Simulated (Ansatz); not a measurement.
## W2NO2 monolayer: following an unstable mode

Wanted: the energy along a soft mode of W2NO2 monolayer and the structure at the end.

Method: DFT LDA, scalar-relativistic, plane waves, PAW; PAW set soft_1, in Ansatz 0.2.0.

Report form: the programs' logs are mostly left out.

### 1. Set-up

The cell holds 5 atoms: 1 N, 2 W and 2 O. Its edges and angles: a = 3.137 Å, b = 3.137 Å, c = 32.600 Å, α = 90.0°, β = 90.0°, γ = 120.0°. Vacuum lies along c.

### 2. Response at finite wavevector

The cell comes from relaxations at this level that are not shown. Stability and thermal properties need the whole zone. Linear response on a 4×4×1 q mesh gives force constants as far as a supercell of that size would.

The input, input.yaml:

```yaml
crystal:
  lattice:
    - [3.1366917155, 0.0, 0.0]
    - [-1.5683458578, 2.7164547095, 0.0]
    - [0.0, 0.0, 32.6]
  atoms:
    - { symbol: "N", position: [0.0, 0.0, 0.3067484663] }
    - { symbol: W, position: [0.3333333333, 0.6666666667, 0.3382232602] }
    - { symbol: W, position: [0.6666666667, 0.3333333333, 0.2752736724] }
    - { symbol: O, position: [0.6666666667, 0.3333333333, 0.3694467436] }
    - { symbol: O, position: [0.3333333333, 0.6666666667, 0.244050189] }
  periodic: [true, true, false]
kpoints:
  mp_grid: { grid: [20, 20, 1] }
hamiltonian:
  xc: lda
  pseudopotentials: { kind: paw, azcp: { folder: soft_1 }, xc_functional: pbe }
scf:
  occupations: { method: methfessel_paxton, width: 0.2 }
output:
  eigenvalues: true
phonons:
  method: dfpt
  qmesh: [4, 4, 1]
  temperatures: { t_max: 1000, t_step: 50 }
  qpath:
    path:
      - [0.0, 0.0, 0.0]
      - [0.5, 0.0, 0.0]
      - [0.33333333, 0.33333333, 0.0]
      - [0.0, 0.0, 0.0]
    npoints: 10
```

Started as:

```bash
$ ansatz run input.yaml --threads 4 --pin off --max-ram 16384MiB --backend cpu --events-out ev --progress --plain --runs-dir out
```

Run time: 35 min. Hardware: 4 threads of Arm Neoverse V1, shared host; peak memory 5.5 GiB; 2.3 h of CPU time.

Numbers from this step:

```yaml
gap_on_the_k_mesh: 0 eV
sum_rule_residual_before_enforcement: 5.06e-5 eV/Å²
lowest_frequency_on_the_path: -162.6 cm⁻¹
point_group: -3m
highest_frequency_on_the_path_or_at_a_solved_wavevector: 747.4 cm⁻¹
area_per_atom: 1.704 Å²
highest_optical_mode_at_the_zone_centre_no_lo_to_term: 716.4 cm⁻¹
lowest_optical_zone_centre_mode: 118.5 cm⁻¹
lowest_mode_on_the_q_mesh_acoustic_modes_at_gamma_apart: -144.1 cm⁻¹
```

Frequencies (cm⁻¹) solved at each irreducible wavevector; negative means imaginary. Frequencies by wavevector, by row:

| q in reciprocal lattice units | star | mode 1 | mode 2 | mode 3 | mode 4 | mode 13 | mode 14 | mode 15 |
| --- | --- | --- | --- | --- | --- | --- | --- | --- |
| 0 0 0 | 1 | 0 | 0 | 0 | 118.5 | 552.5 | 716.4 | 716.4 |
| 0 0.25 0 | 6 | -139.1 | -86.4 | 60.3 | 125.4 | 536 | 717.8 | 727.1 |
| 0 -0.5 0 | 3 | -134.6 | -44 | 136.6 | 144.1 | 515.9 | 691.7 | 724.5 |
| 0.25 0.25 0 | 6 | -144.1 | 22.5 | 118.6 | 131.9 | 525.5 | 719 | 744.2 |

Interpolated from a 4×4×1 q mesh. Phonon branches along the path, in cm⁻¹:

| point | branch 1 | branch 2 | branch 3 | branch 4 | branch 12 | branch 13 | branch 14 | branch 15 |
| --- | --- | --- | --- | --- | --- | --- | --- | --- |
| Γ | 0 | 0 | 0 | 118 | 542 | 552 | 716 | 716 |
| halfway | -139 | -86 | 60 | 125 | 504 | 536 | 718 | 727 |
| M | -135 | -44 | 137 | 144 | 494 | 516 | 692 | 724 |
| halfway | -113 | -67 | 133 | 142 | 480 | 520 | 712 | 741 |
| K | -51 | 43 | 43 | 144 | 474 | 528 | 743 | 743 |
| halfway | -163 | 15 | 85 | 98 | 488 | 534 | 722 | 727 |
| Γ | 0 | 0 | 0 | 118 | 542 | 552 | 716 | 716 |

Symmetry leaves 4 wavevectors to solve. The lowest mode among them, the acoustic zeros apart, lies at q = (0.25, 0.25, 0) and is imaginary, 144.1i cm⁻¹, so the energy falls along it. Between them the interpolated path dips to 163i cm⁻¹.

### 3. The mode frozen in, largest atomic shift 0 Å

The mode followed lies at q = (0, -0.5, 0) with frequency 44.0i cm⁻¹, one of the unstable modes though not the softest. At small amplitude the distorted cell has space group no. 13 by a symmetry search on the positions. The undistorted cell that holds it gives the zero of energy on the same k mesh.

System of this step: W2NO2 monolayer. The cell holds 10 atoms: 2 N, 4 W and 4 O. Its edges and angles: a = 3.137 Å, b = 5.433 Å, c = 32.600 Å, α = 90.0°, β = 90.0°, γ = 90.0°. It derives from W2NO2. Vacuum lies along c.

The input, input.yaml:

```yaml
crystal:
  lattice:
    - [3.1366917155, 0.0, 0.0]
    - [0.0, 5.4329094189, 0.0]
    - [0.0, 0.0, 32.6]
  atoms:
    - { symbol: "N", position: [0.5, 0.5, 0.3067484663] }
    - { symbol: "N", position: [0.0, 0.0, 0.3067484663] }
    - { symbol: W, position: [0.0, 0.3333333333, 0.3382232602] }
    - { symbol: W, position: [0.5, 0.8333333333, 0.3382232602] }
    - { symbol: W, position: [0.5, 0.1666666667, 0.2752736724] }
    - { symbol: W, position: [1.0, 0.6666666667, 0.2752736724] }
    - { symbol: O, position: [0.5, 0.1666666667, 0.3694467436] }
    - { symbol: O, position: [1.0, 0.6666666667, 0.3694467436] }
    - { symbol: O, position: [0.0, 0.3333333333, 0.244050189] }
    - { symbol: O, position: [0.5, 0.8333333333, 0.244050189] }
  periodic: [true, true, false]
kpoints:
  mp_grid: { grid: [12, 8, 1] }
hamiltonian:
  xc: lda
  pseudopotentials: { kind: paw, azcp: { folder: soft_1 }, xc_functional: pbe }
scf:
  occupations: { method: methfessel_paxton, width: 0.2 }
output:
  forces: true
  stress: true
  eigenvalues: true
```

Elapsed: 25 s, on 4 threads; peak memory 1.4 GiB.

This step gave:

```yaml
energy_from_the_undistorted_cell: 0 meV/atom
```

### 4. The mode frozen in, largest atomic shift 0.08 Å

The atoms are moved along the unstable eigenvector, the largest shift by 0.08 Å, with the cell fixed.

input.yaml, the sections that differ from step 3:

```yaml
crystal:
  lattice:
    - [3.1366917155, 0.0, 0.0]
    - [0.0, 5.4329094189, 0.0]
    - [0.0, 0.0, 32.6]
  atoms:
    - { symbol: "N", position: [0.5255045785, 0.5, 0.3067484663] }
    - { symbol: "N", position: [-0.0255045785, 0.0, 0.3067484663] }
    - { symbol: W, position: [0.0221823363, 0.3333333333, 0.3382232602] }
    - { symbol: W, position: [0.4778176637, 0.8333333333, 0.3382232602] }
    - { symbol: W, position: [0.4778176637, 0.1666666667, 0.2752736724] }
    - { symbol: W, position: [1.0221823363, 0.6666666667, 0.2752736724] }
    - { symbol: O, position: [0.5164232323, 0.1666666667, 0.3694467436] }
    - { symbol: O, position: [0.9835767677, 0.6666666667, 0.3694467436] }
    - { symbol: O, position: [-0.0164232323, 0.3333333333, 0.244050189] }
    - { symbol: O, position: [0.5164232323, 0.8333333333, 0.244050189] }
  periodic: [true, true, false]
# kpoints, hamiltonian, scf, output: as in step 3
```

Wall time 24 s (4 threads); peak memory 1.4 GiB.

Numbers from this step:

```
energy from the undistorted cell : -1.068 meV/atom
```

The energy, extrapolated to zero smearing, is -1.07 meV/atom against the undistorted cell.

### 5. Energy along the mode, all amplitudes (two of the runs are shown above)

An imaginary frequency means negative curvature, so the energy should fall and then rise again as anharmonic terms take over.

This step gave:

```
depth at the lowest point sampled  : 1.068 meV/atom
largest atomic shift at that point : 0.08 Å
```

The energy from the parent by largest atomic shift:

| largest atomic shift (Å) | energy from the parent (meV/atom) |
| --- | --- |
| 0.0000 | 0 |
| 0.0400 | -0.414 |
| 0.0800 | -1.07 |
| 0.1400 | -0.829 |
| 0.2200 | 13.4 |

Displacement at unit largest shift by atom:

| atom | x (Å) | y (Å) | z (Å) | size |
| --- | --- | --- | --- | --- |
| N1 | 1.00 | 0.00 | 0.00 | 1.00 |
| N2 | -1.00 | 0.00 | 0.00 | 1.00 |
| W3 | 0.87 | 0.00 | 0.00 | 0.87 |
| W4 | -0.87 | 0.00 | 0.00 | 0.87 |
| W5 | -0.87 | 0.00 | 0.00 | 0.87 |
| W6 | 0.87 | 0.00 | 0.00 | 0.87 |
| O7 | 0.64 | 0.00 | 0.00 | 0.64 |
| O8 | -0.64 | 0.00 | 0.00 | 0.64 |
| O9 | -0.64 | 0.00 | 0.00 | 0.64 |
| O10 | 0.64 | 0.00 | 0.00 | 0.64 |

The lowest of the steps tried is at 0.08 Å, 1.07 meV/atom below the parent; the bottom of the well need not coincide with a step.

### 6. Relaxation from the frozen mode

Starting from the lowest point found, all atoms and the cell are let go, so that strain and other modes of the same symmetry can join in.

input.yaml: that of step 4 with these lines changed.

```diff
@@ -28 +28,6 @@
   eigenvalues: true
+relax:
+  adjacent_minimum: "off"
+  f_tol: 0.002
+  max_steps: 120
+  cell: { stress_2d_tol: 0.005 }
```

Wall time 8.8 min (4 threads); peak memory 1.5 GiB; 35 min of CPU time.

The steps of the relaxation:

| step | energy less that of the first step (eV) | largest force component (eV/Å) | volume (Å³) |
| --- | --- | --- | --- |
| 1 | 0.0000 | 0.2294 | 555.55 |
| 2 | -0.0196 | 0.1967 | 551.23 |
| 3 | -0.0675 | 0.5060 | 546.75 |
| 4 | -0.2436 | 0.7844 | 539.26 |
| 5 | -0.4616 | 0.9358 | 531.70 |
| 6 | -0.7685 | 0.4704 | 520.80 |
| 7 | -0.8609 | 0.2104 | 540.17 |
| 8 | -0.9218 | 0.1532 | 534.24 |
| 9 | -0.9303 | 0.0756 | 533.70 |
| 10 | -0.9307 | 0.0563 | 534.17 |
| 11 | -0.9316 | 0.0297 | 533.96 |
| 12 | -0.9315 | 0.0031 | 534.13 |
| 13 | -0.9316 | 0.0030 | 534.04 |
| 14 | -0.9316 | 0.0005 | 534.05 |
| 15* | -0.9431 | 0.0019 | 534.05 |
| 16 | -0.9434 | 0.0125 | 534.19 |
| 17 | -0.9436 | 0.0020 | 534.07 |
| 18 | -0.9435 | 0.0035 | 534.10 |
| 19 | -0.9435 | 0.0002 | 534.09 |
| 20* | -0.9436 | 0.0002 | 534.09 |
| 21 | -0.9436 | 0.0001 | 534.08 |
| 22* | -0.9436 | 0.0001 | 534.08 |

Relaxation steps marked * repeat the geometry before them on a plane-wave basis chosen anew for their cell, so energy and pressure can jump there. Relaxation step 18 was tried and not accepted.

The run keeps the 4 symmetry operations that it works with, so distortions that break them were not tested.

| cell as run | before | after | change |
| --- | --- | --- | --- |
| a (Å) | 3.137 | 3.340 | +6.5 % |
| b (Å) | 5.433 | 4.906 | -9.7 % |

The atoms that moved most (Å, along periodic axes as changes of fractional coordinates times the final cell, across vacuum about the mean position):

| atom | dx | dy | dz | length |
| --- | --- | --- | --- | --- |
| O8 | -0.114 | 0.154 | 0.068 | 0.204 |
| O10 | 0.114 | -0.154 | -0.068 | 0.204 |
| O7 | 0.114 | 0.154 | 0.068 | 0.204 |
| O9 | -0.114 | -0.154 | -0.068 | 0.204 |
| W6 | 0.138 | -0.088 | -0.078 | 0.182 |
| W4 | -0.138 | 0.088 | 0.078 | 0.182 |
| W5 | -0.138 | -0.088 | -0.078 | 0.182 |
| W3 | 0.138 | 0.088 | 0.078 | 0.182 |

Final coordinates:

```cif
data_structure
_symmetry_space_group_name_H-M 'P 1'
_symmetry_Int_Tables_number 1
_cell_length_a 3.3396
_cell_length_b 4.9056
_cell_length_c 32.6000
_cell_angle_alpha 90.000
_cell_angle_beta 90.000
_cell_angle_gamma 90.000
_cell_volume 534.08
loop_
_atom_site_label
_atom_site_type_symbol
_atom_site_fract_x
_atom_site_fract_y
_atom_site_fract_z
_atom_site_occupancy
N1 N 0.56274 0.50000 0.30675 1
N2 N 0.93726 0.00000 0.30675 1
W3 W 0.06351 0.35135 0.34063 1
W4 W 0.43649 0.85135 0.34063 1
W5 W 0.43649 0.14865 0.27287 1
W6 W 0.06351 0.64865 0.27287 1
O7 O 0.55071 0.19812 0.37153 1
O8 O 0.94929 0.69812 0.37153 1
O9 O 0.94929 0.30188 0.24196 1
O10 O 0.55071 0.80188 0.24196 1
```

Numbers from this step:

| Item | Value |
| --- | --- |
| area per atom | 1.638 Å² |

The distorted start has space group P2/c; the relaxation ends in P2/c.

### 7. The phases reached

The phases reached along the modes that were followed are set side by side.

Energies are those of the first relaxation, on the mesh of the frozen mode; space group, volume and gap are those of the last relaxation. Phases, by row:

| mode frozen in | space group | energy from parent (meV/atom) | volume (Å³/atom) | gap on mesh (eV) | lowest zone-centre optical mode (cm⁻¹) | largest shift (Å) |
| --- | --- | --- | --- | --- | --- | --- |
| parent | P-3m1 | 0 | 55.55 | 0 | – | – |
| q = (0, -0.5, 0), 135i cm⁻¹ | P2_1/m | -135.4 | 47.09 | 0 | – | 0.684 |
| q = (0, -0.5, 0), 44i cm⁻¹ | P2/c | -95.59 | 53.41 | 0 | – | 0.243 |

### 8. Outcome

* unstable mode of the parent: q = (0, -0.5, 0), 44i cm⁻¹
* depth at the lowest point sampled: 1.07 meV/atom
* largest atomic shift at that point: 0.08 Å
* space group reached (within 0.01 Å): P2/c
* energy gained over the parent (first relaxation, on the mesh of the frozen mode): 95.6 meV/atom
* area per atom, phase reached: 1.64 Å²

In words: Along this mode the structure falls into P2/c, 95.6 meV/atom below the parent. At the parent's cell the well is 1.068 meV/atom deep on the steps tried, with its lowest point at a shift of 0.08 Å. Relaxing atoms and cell changes the gain by +94.52 meV/atom against the lowest step (energies at zero smearing). Most of the total comes from this relaxation. The modes of the phase reached were not computed on this path. Of the 2 patterns followed to their end from this parent, this one ends 39.8 meV/atom above the lowest, P2_1/m. Each path keeps the symmetry of its pattern, so a lower phase may lie along a pattern not tried. With no gap, or one that is small against the smearing, the frequencies hang on the k mesh and the smearing, most of all near Kohn anomalies. The phonon runs are without spin polarisation, although the cell has an odd electron count. In a sheet or slab the interpolated bending branch near Γ is rough, since the rotational sum rule isn't imposed. Spin-orbit coupling is left out, which can matter for the heavy elements here. The PAW files were made for PBE and serve the other functionals too. A phonon run warned that its eigensolver left some bands unconverged in a pass. The starting cell was built on a prototype and not taken from a measurement.

[Logs are printed without paths, hosts, clocks, repeated set-up lines and the standing remarks that a program may print on its own settings, such as how far it seeks lower states.]

[Hosts, paths, dates, database ids (printed as entryN), source tags and the programs' standing remarks are cut or masked in the printed files.]
